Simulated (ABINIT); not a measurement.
# Quasiparticle gap of SiC (Moissanite) in ABINIT

Aim: the G0W0 gap of SiC (Moissanite) on LDA, step by step.

Method: LDA and many-body steps on it, plane waves, in ABINIT 10.8.3.

**Experimental background.**

- Gap 3.02 eV: band gap at cryogenic temperature; bulk crystal (literature value) (quoted in “Silicon carbide diodes for neutron detection”, 2020, arxiv:2009.14696).

- Gap 3 eV: optical absorption onset, approximate; UV-Vis-NIR transmission; bulk crystal (400 micron semi-insulating 6H-SiC wafer) (“Effects of energetic ion irradiation on WSe2/SiC heterostructures”, 2017, pmc:5482891).

- Gap 3.03 eV: indirect gap, experimental literature value; quoted from earlier experiment; bulk crystal (quoted in “Charge spill-out and work function of few-layer graphene on SiC(0001)”, 2018, arxiv:1806.04908).

## Step 1: Starting point

It takes space group P6_3mc (No. 186, hexagonal). Conventional cell: a = 3.081 Å, b = 3.081 Å, c = 15.125 Å, α = 90.00°, β = 90.00°, γ = 120.00°. Nearest to Si lie 4 C at 1.88 to 1.90 Å. Nearest to Si lie 4 C at 1.89 Å. Nearest to C lie 4 Si at 1.88 to 1.89 Å. C has 4 Si at 1.89 Å nearest. Nearest to C lie 4 Si at 1.89 to 1.90 Å. Farther neighbours, and contacts between anions beyond the nearest, are not listed.

The cell and positions come from the Crystallography Open Database and are kept as given unless a step says otherwise.

## Step 2: Ground state

This step: ABINIT 10.8.3; DFT, LDA, plane waves, norm-conserving pseudopotentials.

The ground-state density comes first.

The input, run.abi:

```
acell 3*1.0 Angstrom
rprim 
  3.081000000023 -0.000000000005 0.000000000000
  -1.540500000007 2.668224269083 0.000000000000
  0.000000000000 0.000000000000 15.124800000000
ntypat 2
znucl 14 6
natom 12
typat 1 1 1 1 1 1 2 2 2 2 2 2
xred 
  0.000000000000 0.000000000000 0.000000000000
  0.000000000000 0.000000000000 0.500000000000
  0.333333333333 0.666666666667 0.166400000000
  0.666666666667 0.333333333333 0.666400000000
  0.666666666667 0.333333333333 0.332900000000
  0.333333333333 0.666666666667 0.832900000000
  0.333333333333 0.666666666667 0.041200000000
  0.666666666667 0.333333333333 0.541200000000
  0.666666666667 0.333333333333 0.208000000000
  0.333333333333 0.666666666667 0.708000000000
  0.000000000000 0.000000000000 0.374600000000
  0.000000000000 0.000000000000 0.874600000000
pp_dirpath "pseudos"
pseudos "Si.upf, C.upf"
ecut 37
ngkpt 6 6 2
nshiftk 1
shiftk 0 0 0
kptopt 1
chksymbreak 0
nband 34
occopt 1
tolvrs 1e-10
nstep 60
prtwf 0
optforces 0
optstress 0
indata_prefix "in"
outdata_prefix "out"
tmpdata_prefix "tmp"
```

The run is started by

```
$ OMP_NUM_THREADS=1 mpirun -n 4 abinit run.abi > log
```

Output:

```text
.Version 10.8.3 of ABINIT. v10.8.2 released Aug 2026.

 Symmetries : space group P6_3 m c (#186); Bravais hP (primitive hexag.)
================================================================================
 Values of the parameters that define the memory need of the present run
     intxc =       0    ionmov =       0      iscf =       7    lmnmax =       6
     lnmax =       6     mgfft =     160  mpssoang =       3    mqgrid =    7827
     natom =      12  nloc_mem =       1    nspden =       1   nspinor =       1
    nsppol =       1      nsym =      12    n1xccc =    2501    ntypat =       2
    occopt =       1   xclevel =       1
-    mband =          34        mffmem =           1         mkmem =           4
       mpw =        9084          nfft =      163840          nkpt =          14
================================================================================
  Rough estimation (10% accuracy) of disk space for files :
================================================================================

--------------------------------------------------------------------------------
------------- Echo of variables that govern the present computation ------------
--------------------------------------------------------------------------------
 -outvars: echo values of preprocessed input variables --------
            acell      1.8897261259E+00  1.8897261259E+00  1.8897261259E+00 Bohr

      chksymbreak           0
             ecut      3.70000000E+01 Hartree
-          fftalg         312

              ixc       -1012
              kpt      0.00000000E+00  0.00000000E+00  0.00000000E+00
                       1.66666667E-01  0.00000000E+00  0.00000000E+00
                       3.33333333E-01  0.00000000E+00  0.00000000E+00
                       5.00000000E-01  0.00000000E+00  0.00000000E+00
                       1.66666667E-01  1.66666667E-01  0.00000000E+00
                       3.33333333E-01  1.66666667E-01  0.00000000E+00
                       3.33333333E-01  3.33333333E-01  0.00000000E+00
                       0.00000000E+00  0.00000000E+00  5.00000000E-01
                       1.66666667E-01  0.00000000E+00  5.00000000E-01
                       3.33333333E-01  0.00000000E+00  5.00000000E-01
                       5.00000000E-01  0.00000000E+00  5.00000000E-01
[...]
kptrlatt        6    0    0      0    6    0      0    0    2
          kptrlen      3.49334772E+01
P           mkmem           4
            natom          12
            nband          34
            ngfft          32      32     160
             nkpt          14
            nstep          60
             nsym          12
           ntypat           2
              occ      2.000000  2.000000  2.000000  2.000000  2.000000  2.000000
                       2.000000  2.000000  2.000000  2.000000  2.000000  2.000000
                       2.000000  2.000000  2.000000  2.000000  2.000000  2.000000
                       2.000000  2.000000  2.000000  2.000000  2.000000  2.000000
                       0.000000  0.000000  0.000000  0.000000  0.000000  0.000000
                       0.000000  0.000000  0.000000  0.000000
        optforces           0
        optstress           0
            prtwf           0
            rprim      3.0810000000E+00 -5.0000000000E-12  0.0000000000E+00
[...]
spgroup         186

           tolvrs      1.00000000E-10

             xred      0.0000000000E+00  0.0000000000E+00 -2.7755575616E-17
[...]
znucl       14.00000    6.00000

================================================================================

 chkinp: Checking input parameters for consistency.

================================================================================
== DATASET  1 ==================================================================
-   mpi_nproc: 4, omp_nthreads: 1 (-1 if OMP is not activated)

--- !DatasetInfo
iteration_state: {dtset: 1, }
dimensions: {natom: 12, nkpt: 14, mband: 34, nsppol: 1, nspinor: 1, nspden: 1, mpw: 9084, }
cutoff_energies: {ecut:  37.0, pawecutdg:  -1.0, }
electrons: {nelect:   4.80000000E+01, charge:   0.00000000E+00, occopt:   1.00000000E+00, tsmear:   1.00000000E-02, }

 Real(R)+Recip(G) space primitive vectors, cartesian coordinates (Bohr,Bohr^-1):
 R(1)=  5.8222462  0.0000000  0.0000000  G(1)=  0.1717550  0.0991628  0.0000000
 R(2)= -2.9111231  5.0422131  0.0000000  G(2)=  0.0000000  0.1983256  0.0000000
 R(3)=  0.0000000  0.0000000 28.5817297  G(3)=  0.0000000  0.0000000  0.0349874
 Unit cell volume ucvol=  8.3907401E+02 bohr^3
 Angles (23,13,12)=  9.00000000E+01  9.00000000E+01  1.20000000E+02 degrees

 getcut: wavevector=  0.0000  0.0000  0.0000  ngfft=  32  32 160
         ecut(hartree)=     37.000   => boxcut(ratio)=   2.00721

--- Pseudopotential description ------------------------------------------------
- Si Generated using ONCVPSP code by D. R. Hamann
- 14.00000   4.00000  180309                  znucl, zion, pspdat
12 -1012 2 -1 1510                            pspcod,pspxc,lmax,lloc,mmax
     nproj     2     2     2
  pspatm : epsatm=    6.67003958
         --- l  ekb(1:nproj) -->
[...]
pspatm: atomic psp has been read  and splines computed

- C Generated using ONCVPSP code by D. R. Hamann
-  6.00000   4.00000  180309                  znucl, zion, pspdat
12 -1012 1 -1 1234                            pspcod,pspxc,lmax,lloc,mmax
     nproj     2     2     0
  pspatm : epsatm=    4.35103003
         --- l  ekb(1:nproj) -->
[...]
pspatm: atomic psp has been read  and splines computed

   3.17406805E+03                                ecore*ucvol(ha*bohr**3)
--------------------------------------------------------------------------------

_setup2: Arith. and geom. avg. npw (full set) are    9023.514    9023.456

================================================================================

--- !BeginCycle
iteration_state: {dtset: 1, }
solver: {iscf: 7, nstep: 60, nline: 4, wfoptalg: 0, }
tolerances: {tolvrs: 1.00E-10, }

     iter   Etot(hartree)      deltaE(h)  residm     vres2
 ETOT  1  -61.273004    -6.127E+01 3.867E-02 1.969E+03
 ETOT  2  -61.630557    -3.576E-01 1.704E-02 8.603E+02
 ETOT  3  -61.896984    -2.664E-01 7.932E-03 1.100E+00
 ETOT  4  -61.897470    -4.859E-04 2.844E-03 5.779E-02
 ETOT  5  -61.897477    -6.201E-06 1.264E-03 5.115E-03
 ETOT  6  -61.897477    -7.256E-07 8.148E-04 1.774E-03
 ETOT  7  -61.897477    -1.241E-07 8.720E-04 8.197E-05
 ETOT  8  -61.897477    -3.119E-09 6.562E-04 3.970E-06
 ETOT  9  -61.897477    -1.774E-10 3.800E-04 8.805E-08
 ETOT 10  -61.897477    -6.281E-12 5.051E-04 7.728E-09
 ETOT 11  -61.897477    -1.691E-12 2.160E-04 1.835E-10
 ETOT 12  -61.897477     5.116E-13 3.106E-04 5.994E-12

 At SCF step   12       vres2   =  5.99E-12 < tolvrs=  1.00E-10 =>converged.

--- !ResultsGS
iteration_state: {dtset: 1, }
comment   : Summary of ground state results
lattice_vectors:
- [  5.8222462,  -0.0000000,   0.0000000, ]
- [ -2.9111231,   5.0422131,   0.0000000, ]
- [  0.0000000,   0.0000000,  28.5817297, ]
lattice_lengths: [   5.82225,    5.82225,   28.58173, ]
lattice_angles: [ 90.000,  90.000, 120.000, ] # degrees, (23, 13, 12)
lattice_volume:   8.3907401E+02
convergence: {deltae:  5.116E-13, res2:  5.994E-12, residm:  3.106E-04, diffor:  0.000E+00, }
etotal    :  -6.18974774E+01
entropy   :   0.00000000E+00
fermie    :   2.62432710E-01
cartesian_stress_tensor: null
pressure_GPa: null
xred      :
- [  0.0000E+00,   0.0000E+00,  -2.7756E-17, Si]
- [  0.0000E+00,   0.0000E+00,   5.0000E-01, Si]
- [  3.3333E-01,   6.6667E-01,   1.6640E-01, Si]
- [  6.6667E-01,   3.3333E-01,   6.6640E-01, Si]
- [  6.6667E-01,   3.3333E-01,   3.3290E-01, Si]
- [  3.3333E-01,   6.6667E-01,   8.3290E-01, Si]
- [  3.3333E-01,   6.6667E-01,   4.1200E-02,  C]
- [  6.6667E-01,   3.3333E-01,   5.4120E-01,  C]
- [  6.6667E-01,   3.3333E-01,   2.0800E-01,  C]
- [  3.3333E-01,   6.6667E-01,   7.0800E-01,  C]
- [  0.0000E+00,   0.0000E+00,   3.7460E-01,  C]
- [  0.0000E+00,   0.0000E+00,   8.7460E-01,  C]
cartesian_forces: null
force_length_stats: {min: null, max: null, mean: null, }

 Integrated electronic density in atomic spheres:
 ------------------------------------------------
 Atom  Sphere_radius  Integrated_density
[...]
================================================================================

 ----iterations are completed or convergence reached----

 Mean square residual over all n,k,spin=   16.661E-07; max=  31.064E-05
 reduced coordinates (array xred) for   12 atoms
[...]
0.666667      0.333333      0.541200
       0.666667      0.333333      0.208000
       0.333333      0.666667      0.708000
       0.000000      0.000000      0.374600
       0.000000      0.000000      0.874600
 rms dE/dt=  0.0000E+00; max dE/dt=  0.0000E+00; dE/dt below (all hartree)
    1       0.000000      0.000000      0.000000
    2       0.000000      0.000000      0.000000
    3       0.000000      0.000000      0.000000
    4       0.000000      0.000000      0.000000
    5       0.000000      0.000000      0.000000
    6       0.000000      0.000000      0.000000
    7       0.000000      0.000000      0.000000
    8       0.000000      0.000000      0.000000
    9       0.000000      0.000000      0.000000
[...]
cartesian coordinates (angstrom) at end:
[...]
8      1.540500     0.889408     8.185542
    9      1.540500     0.889408     3.145958
   10      3e-12     1.778816    10.708358
   11      0.000000     0.000000     5.665750
   12      0.000000     0.000000    13.228150
 length scales=  1.889726  1.889726  1.889726 bohr
              =  1.000000  1.000000  1.000000 angstroms
 prteigrs : about to open file out_EIG
 Fermi (or HOMO) energy (hartree) =   0.26243   Average Vxc (hartree)=  -0.42105
 Eigenvalues (hartree) for nkpt=  14  k points:
 kpt#   1, nband= 34, wtk=  0.01389, kpt=  0.0000  0.0000  0.0000 (reduced coord)
  -0.30240   -0.28369   -0.28140   -0.22728   -0.22507   -0.16984   -0.05382    0.03335
   0.03494    0.17336    0.17500    0.21999    0.21999    0.22665    0.22665    0.23115
   0.23115    0.24772    0.24772    0.25174    0.25174    0.26109    0.26243    0.26243
   0.45066    0.45693    0.47165    0.49078    0.49475    0.50524    0.51301    0.51302
   0.52147    0.52859
 prteigrs : prtvol=0 or 1, do not print more k-points.

--- !EnergyTerms
iteration_state     : {dtset: 1, }
comment             : Components of total free energy in Hartree
kinetic             :  3.549694E+01
hartree             :  6.968830E+00
xc                  : -2.266393E+01
Ewald energy        : -6.273171E+01
psp_core            :  3.782822E+00
local_psp           : -2.453066E+01
non_local_psp       :  1.780238E+00
total_energy        : -6.189748E+01
total_energy_eV     : -1.684316E+03
band_energy         :  2.164631E+00

== END DATASET(S) ==============================================================
================================================================================

 -outvars: echo values of variables after computation  --------
           etotal     -6.1897477417E+01
            nband          34
             nkpt          14
          spgroup         186
 [... the other variables as echoed above ...]

 Calculation completed.
```

Wall time 42 s (4 MPI ranks of Arm Neoverse V2, shared host); peak memory 0.46 GiB.

Numbers from this step:

- total energy: -1684.3162 eV
- gap: 1.978 eV
- k of the valence top: 0, 0, 0
- k of the conduction bottom: 0.5, 0, 0
- least direct gap: 3.087 eV

The gap is indirect, with the least direct gap 1.11 eV higher.

[end of part 1 of 3]

[Long decimals in the printed logs are rounded to 6 places.]

[Logs are printed without paths, hosts, clocks, repeated set-up lines and the standing remarks that a program may print on its own settings, such as how far it seeks lower states.]

[Paths, hosts, dates, memory and timing lines, banners, echoed tables and standing remarks are left out of the program output; an Ansatz launch command may be rebuilt from the run's recorded settings. Measured values are a selection of at most five: reports struck by readers or far from the other reports are left out. None is set beside runs whose start may be inverted or whose files or cutoffs have a known fault.]

[Runs of the session that timed out or met a known fault of the program may be left out.]

[Hosts, paths, dates, database ids (printed as entryN), source tags and the programs' standing remarks are cut or masked in the printed files.]

[G0W0 gaps are taken among the corrected bands and points alone; a level outside them can change the order at an edge.]

[Where Ansatz stands beside ABINIT at settings called matched, ABINIT's density can come from a denser mesh and the files from another edition; pairs whose starting gaps differed by over 0.03 eV were left out, so agreement reads better than it is.]
